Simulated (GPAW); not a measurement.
# Optical response of TiB2, part 2 of 2

Aim: the dielectric function of TiB2, and the optical constants that follow from it.

GPAW 26.7.0; DFT, PBE, plane-wave PAW (GPAW data sets), scalar-relativistic, RPA, optical limit.

So far. Step 2 (Ground state): There are states at the Fermi level within the smearing, so the occupations stay smeared and the carriers get a Drude term.

## Step 4: Dielectric function, RPA

Transitions between filled and empty bands, summed over the zone, give the optical response, so mesh, band count and broadening shape it.

The induced potential is part of this response.

This step: DFT, PBE, plane-wave PAW (GPAW data sets), scalar-relativistic, RPA, optical limit (GPAW 26.7.0).

The input, df.py:

```python
from gpaw.response.df import DielectricFunction

df = DielectricFunction('full.gpw', frequencies={'type': 'nonlinear', 'domega0': 0.03, 'omega2': 8},
                        ecut=50,
                        eta=0.15,
                        nbands=31,
                        rate=0.05,
                        txt='df.txt')
for direction in ['x', 'z']:
    df.get_dielectric_function(xc='RPA', direction=direction, filename=f'df_{direction}.csv')
```

Command:

```sh
> OMP_NUM_THREADS=1 python df.py
```

Numbers of over 12 decimals in the logs are rounded to 6 here.

Output:

```text
Using integrator: PointIntegrator
NonLinearFrequencyDescriptor(from 0.000 to 96.040 eV, 537 points)
Nonperiodic BCs:  [False False False]
Using integrator: PointIntegrator
NonLinearFrequencyDescriptor(from 0.000 to 96.040 eV, 537 points)
Nonperiodic BCs:  [False False False]
Using integrator: PointIntegrator

Calculating chi0 body with:
    Ground state adapter containing:
    Number of spins: 1
    Number of kpoints: 4212
    Number of irreducible kpoints: 259
    Number of completely occupied states: 8
    Number of partially occupied states: 12

    Linear response parametrization:
    q_c: [0.0, 0.0, 0.0]
    Number of frequency points: 537
    Planewave cutoff: 50.0
    Number of bands: 31
    Number of planewaves: 21
    Broadening (eta): 0.15

Integrating chi0 body.

Symmetries of q_c:
    Direct symmetries (Uq -> q): 24
    Indirect symmetries (TUq -> q): 0
In total 24 allowed symmetries.

259 groups of equivalent kpoints. 93.850902% reduction.

Integral kind: spectral function

Calculating chi0 optical extensions with:
    Ground state adapter containing:
    Number of spins: 1
    Number of kpoints: 4212
    Number of irreducible kpoints: 259
    Number of completely occupied states: 8
    Number of partially occupied states: 12

    Linear response parametrization:
    Number of frequency points: 537
    Planewave cutoff: 50.0
    Number of bands: 31
    Number of planewaves: 21
    Broadening (eta): 0.15
Integrating chi0 head and wings.

Symmetries of q_c:
    Direct symmetries (Uq -> q): 24
    Indirect symmetries (TUq -> q): 0
In total 24 allowed symmetries.

259 groups of equivalent kpoints. 93.850902% reduction.

Integral kind: spectral function wings

Calculating drude chi0 with:
    Number of frequency points:537
    Plasma frequency decay rate: 0.05 eV

    Ground state adapter containing:
    Number of spins: 1
    Number of kpoints: 4212
    Number of irreducible kpoints: 259
    Number of completely occupied states: 8
    Number of partially occupied states: 12

Symmetries of q_c:
    Direct symmetries (Uq -> q): 24
    Indirect symmetries (TUq -> q): 0
In total 24 allowed symmetries.

259 groups of equivalent kpoints. 93.850902% reduction.

Integral kind: intraband
Plasma frequency:
[[3.02+0.j 0.  -0.j 0.  +0.j]
 [0.  -0.j 3.02+0.j 0.  +0.j]
 [0.  +0.j 0.  +0.j 2.42-0.j]]
```

It took 34 s on 1 thread of Arm Neoverse N1, shared host; peak memory 0.24 GiB.

Sum at mesh points, not converged in k. The Im ε by photon energy; read off at these points:

| photon energy (eV) | E ∥ x | E ∥ z |
| --- | --- | --- |
| 0.500 | 29.7 | 29.2 |
| 0.750 | 37.8 | 36.5 |
| 0.813 | 38.9 | 37.9 |
| 1.000 | 32.2 | 33.9 |
| 1.250 | 28.0 | 25.2 |
| 1.500 | 25.2 | 23.4 |
| 1.750 | 24.2 | 25.0 |
| 2.000 | 20.9 | 23.6 |
| 2.250 | 15.2 | 18.3 |
| 2.500 | 13.4 | 15.1 |
| 2.750 | 13.0 | 14.4 |
| 3.000 | 13.4 | 14.5 |
| 3.250 | 11.5 | 12.9 |
| 3.500 | 10.6 | 12.3 |
| 3.750 | 9.69 | 11.5 |
| 4.000 | 9.10 | 11.5 |
| 4.250 | 8.78 | 10.9 |
| 4.500 | 7.75 | 11.9 |
| 4.750 | 6.71 | 12.0 |
| 5.000 | 6.49 | 11.0 |
| 5.250 | 6.79 | 9.44 |
| 5.500 | 6.80 | 9.20 |
| 5.750 | 7.24 | 8.38 |
| 6.000 | 7.45 | 7.99 |
| 6.250 | 7.38 | 7.71 |
| 6.500 | 6.51 | 7.02 |
| 6.750 | 5.88 | 6.76 |
| 7.000 | 6.39 | 6.51 |
| 7.250 | 6.41 | 7.17 |
| 7.500 | 7.07 | 8.49 |
| 7.750 | 7.56 | 9.35 |
| 8.000 | 7.93 | 10.4 |
| 8.250 | 7.69 | 10.5 |
| 8.500 | 6.86 | 7.74 |
| 8.750 | 6.08 | 5.15 |
| 9.000 | 5.51 | 4.16 |
| 9.250 | 5.29 | 3.48 |
| 9.500 | 5.76 | 2.75 |
| 9.750 | 5.92 | 2.76 |
| 10.000 | 5.59 | 2.60 |
| 10.250 | 5.26 | 2.34 |
| 10.500 | 5.20 | 2.49 |
| 10.750 | 5.05 | 3.26 |
| 11.000 | 5.06 | 3.28 |
| 11.250 | 5.14 | 3.00 |
| 11.500 | 5.53 | 3.03 |
| 11.750 | 5.36 | 3.30 |
| 12.000 | 4.71 | 3.29 |
| 12.250 | 4.35 | 2.73 |
| 12.500 | 3.41 | 2.64 |
| 12.750 | 3.24 | 2.64 |
| 13.000 | 3.12 | 2.11 |
| 13.250 | 2.56 | 2.01 |
| 13.500 | 2.26 | 1.75 |
| 13.750 | 2.25 | 1.56 |

Values under 1 per cm are given as 1; sum at mesh points, not converged in k. Table of absorption coefficient by photon energy:

| photon energy (eV) | E ∥ x (1/cm) | E ∥ z (1/cm) |
| --- | --- | --- |
| 0.492 | 1.9e5 | 1.3e5 |
| 1.010 | 3.6e5 | 3.6e5 |
| 1.486 | 4.8e5 | 3.9e5 |
| 1.985 | 6.6e5 | 6.4e5 |
| 2.508 | 6.1e5 | 6.2e5 |
| 3.018 | 7.6e5 | 7.5e5 |
| 3.510 | 7.7e5 | 7.9e5 |
| 3.980 | 8.2e5 | 8.7e5 |
| 4.516 | 8.8e5 | 1.0e6 |
| 4.981 | 8.0e5 | 1.2e6 |
| 5.515 | 8.7e5 | 1.2e6 |
| 6.021 | 1.0e6 | 1.2e6 |
| 6.494 | 1.1e6 | 1.3e6 |
| 6.985 | 1.1e6 | 1.2e6 |
| 7.496 | 1.2e6 | 1.4e6 |
| 8.026 | 1.5e6 | 1.9e6 |
| 8.516 | 1.7e6 | 2.4e6 |
| 9.023 | 1.6e6 | 2.0e6 |
| 9.483 | 1.6e6 | 1.8e6 |
| 10.026 | 1.8e6 | 1.7e6 |
| 10.519 | 1.9e6 | 1.4e6 |
| 11.029 | 1.9e6 | 1.7e6 |
| 11.479 | 2.2e6 | 1.7e6 |
| 12.023 | 2.4e6 | 2.0e6 |
| 12.504 | 2.4e6 | 1.9e6 |
| 13.000 | 2.4e6 | 2.0e6 |
| 13.512 | 2.2e6 | 1.9e6 |

The reflectivity at normal incidence has structure finer than the step of the table below, so its rows give means over 0.5 eV, whole bins alone (the curve runs from 0.305 to 14.0 eV). Peaks (eV: height): E ∥ x 0.81: 60.2, 6.23: 34.1, 8.45: 39.1, 13.17: 51.8; E ∥ z 0.81: 59.2, 4.98: 44.8, 8.77: 61.2, 12.26: 43.6, 13.34: 46.7.

Sum at mesh points, not converged in k. Reflectivity at normal incidence against photon energy; means over each step:

| photon energy (eV) | E ∥ x (%) | E ∥ z (%) |
| --- | --- | --- |
| 1.0 | 57.7 | 56.8 |
| 1.5 | 54.5 | 52.2 |
| 2.0 | 53.8 | 53.0 |
| 2.5 | 45.3 | 46.8 |
| 3.0 | 44.9 | 44.8 |
| 3.5 | 41.6 | 42.1 |
| 4.0 | 38.7 | 40.8 |
| 4.5 | 36.6 | 41.6 |
| 5.0 | 30.9 | 43.9 |
| 5.5 | 30.9 | 41.4 |
| 6.0 | 32.9 | 39.2 |
| 6.5 | 31.9 | 37.2 |
| 7.0 | 29.6 | 33.2 |
| 7.5 | 31.5 | 36.5 |
| 8.0 | 36.2 | 44.8 |
| 8.5 | 38.7 | 57.9 |
| 9.0 | 35.2 | 58.6 |
| 9.5 | 33.3 | 54.9 |
| 10.0 | 36.2 | 45.7 |
| 10.5 | 35.8 | 33.3 |
| 11.0 | 35.7 | 35.0 |
| 11.5 | 39.0 | 34.1 |
| 12.0 | 45.3 | 39.1 |
| 12.5 | 49.3 | 40.9 |
| 13.0 | 49.7 | 45.6 |
| 13.5 | 50.1 | 46.5 |

The loss function −Im 1/ε at q → 0 has structure finer than the step of the table below, so its rows give means over 0.5 eV, whole bins alone (the curve runs from 0.305 to 14.0 eV). Peaks (eV: height): E ∥ x 6.71: 0.160, 10.95: 0.194; E ∥ z 6.93: 0.153, 10.52: 0.360, 12.50: 0.296.

Sum at mesh points, not converged in k. Table of loss function −Im 1/ε at q → 0 by energy loss; means over each step:

| energy loss (eV) | E ∥ x | E ∥ z |
| --- | --- | --- |
| 1.0 | 0.0284 | 0.0263 |
| 1.5 | 0.0372 | 0.0335 |
| 2.0 | 0.0494 | 0.0429 |
| 2.5 | 0.0729 | 0.0614 |
| 3.0 | 0.0753 | 0.0680 |
| 3.5 | 0.0947 | 0.0788 |
| 4.0 | 0.109 | 0.0836 |
| 4.5 | 0.128 | 0.0818 |
| 5.0 | 0.141 | 0.0926 |
| 5.5 | 0.130 | 0.110 |
| 6.0 | 0.126 | 0.125 |
| 6.5 | 0.149 | 0.140 |
| 7.0 | 0.145 | 0.147 |
| 7.5 | 0.132 | 0.116 |
| 8.0 | 0.125 | 0.0963 |
| 8.5 | 0.144 | 0.0846 |
| 9.0 | 0.178 | 0.115 |
| 9.5 | 0.177 | 0.167 |
| 10.0 | 0.175 | 0.241 |
| 10.5 | 0.188 | 0.333 |
| 11.0 | 0.191 | 0.275 |
| 11.5 | 0.172 | 0.290 |
| 12.0 | 0.164 | 0.251 |
| 12.5 | 0.176 | 0.273 |
| 13.0 | 0.193 | 0.272 |
| 13.5 | 0.224 | 0.308 |

Sum at mesh points, not converged in k. Im ε, E ∥ x against photon energy; read off at these points:

| photon energy (eV) | without local fields | with local fields |
| --- | --- | --- |
| 0.500 | 29.7 | 29.7 |
| 0.750 | 37.8 | 37.8 |
| 0.813 | 38.9 | 38.9 |
| 1.000 | 32.1 | 32.2 |
| 1.250 | 28.0 | 28.0 |
| 1.500 | 25.3 | 25.2 |
| 1.750 | 24.2 | 24.2 |
| 2.000 | 20.9 | 20.9 |
| 2.250 | 15.2 | 15.2 |
| 2.500 | 13.4 | 13.4 |
| 2.750 | 13.0 | 13.0 |
| 3.000 | 13.4 | 13.4 |
| 3.250 | 11.5 | 11.5 |
| 3.500 | 10.6 | 10.6 |
| 3.750 | 9.68 | 9.69 |
| 4.000 | 9.10 | 9.10 |
| 4.250 | 8.79 | 8.78 |
| 4.500 | 7.76 | 7.75 |
| 4.750 | 6.72 | 6.71 |
| 5.000 | 6.49 | 6.49 |
| 5.250 | 6.78 | 6.79 |
| 5.500 | 6.80 | 6.80 |
| 5.750 | 7.24 | 7.24 |
| 6.000 | 7.44 | 7.45 |
| 6.250 | 7.38 | 7.38 |
| 6.500 | 6.51 | 6.51 |
| 6.750 | 5.88 | 5.88 |
| 7.000 | 6.40 | 6.39 |
| 7.250 | 6.42 | 6.41 |
| 7.500 | 7.09 | 7.07 |
| 7.750 | 7.58 | 7.56 |
| 8.000 | 7.93 | 7.93 |
| 8.250 | 7.69 | 7.69 |
| 8.500 | 6.86 | 6.86 |
| 8.750 | 6.09 | 6.08 |
| 9.000 | 5.52 | 5.51 |
| 9.250 | 5.29 | 5.29 |
| 9.500 | 5.77 | 5.76 |
| 9.750 | 5.95 | 5.92 |
| 10.000 | 5.62 | 5.59 |
| 10.250 | 5.32 | 5.26 |
| 10.500 | 5.30 | 5.20 |
| 10.750 | 5.16 | 5.05 |
| 11.000 | 5.16 | 5.06 |
| 11.250 | 5.26 | 5.14 |
| 11.500 | 5.65 | 5.53 |
| 11.750 | 5.44 | 5.36 |
| 12.000 | 4.78 | 4.71 |
| 12.250 | 4.42 | 4.35 |
| 12.500 | 3.44 | 3.41 |
| 12.750 | 3.26 | 3.24 |
| 13.000 | 3.11 | 3.12 |
| 13.250 | 2.55 | 2.56 |
| 13.500 | 2.26 | 2.26 |
| 13.750 | 2.24 | 2.25 |

From ε follow the optical constants at some laser and lamp lines:

| wavelength (nm) | n x | k x | R (%) x | 1/α x | n z | k z | R (%) z | 1/α z |
| --- | --- | --- | --- | --- | --- | --- | --- | --- |
| 1064 | 4.37 | 3.199 | 55.3 | 26 nm | 4.42 | 2.858 | 52.9 | 30 nm |
| 800 | 3.91 | 3.151 | 54.0 | 20 nm | 4.47 | 2.722 | 52.1 | 23 nm |
| 633 | 3.33 | 3.268 | 54.7 | 15 nm | 3.84 | 3.177 | 54.2 | 16 nm |
| 405 | 2.64 | 2.463 | 45.3 | 13 nm | 2.89 | 2.435 | 45.1 | 13 nm |
| 365 | 2.38 | 2.189 | 41.3 | 13 nm | 2.75 | 2.238 | 42.3 | 13 nm |
| 248 | 2.05 | 1.580 | 30.5 | 12 nm | 2.30 | 2.399 | 44.7 | 8.2 nm |
| 193 | 1.97 | 1.715 | 33.0 | 9.0 nm | 1.86 | 1.972 | 38.4 | 7.8 nm |

A polished face would reflect 50 % of daylight and look faintly orange (CIE x = 0.330, y = 0.340 under D65).

## Step 5: What came out

In words: At this level (PBE, RPA) TiB2 is a metal. The mesh is too coarse to trust the carriers' weight, the reflectivity or the colour to better than tens of per cent. A polished face would reflect 50 % of daylight and look faintly orange (CIE x = 0.330, y = 0.340 under D65). The carriers' damping of 0.05 eV is typed, not computed; it shapes the response at the lowest energies. In this version of GPAW the matrix elements of the optical limit are incomplete, which can lower ε − 1 by up to a tenth where first-row anions or d states rule, and shift it by more in d metals. GPAW's carrier term has the form −ωp²/(ω + i·rate)², which damps like twice the rate and fails at low energy, so the curves leave the lowest energies out. The sum runs over mesh points 0.15 Å⁻¹ apart with no interpolation, so peaks are partly noise of the mesh, and the Drude plasma energy, a sum over the Fermi surface, isn't converged.

[Machine, clock and banner lines and Python warnings are left out of the logs.]

[Logs are printed without paths, hosts, clocks, repeated set-up lines and the standing remarks that a program may print on its own settings, such as how far it seeks lower states.]

[Hosts, paths, dates, database ids (printed as entryN), source tags and the programs' standing remarks are cut or masked in the printed files.]
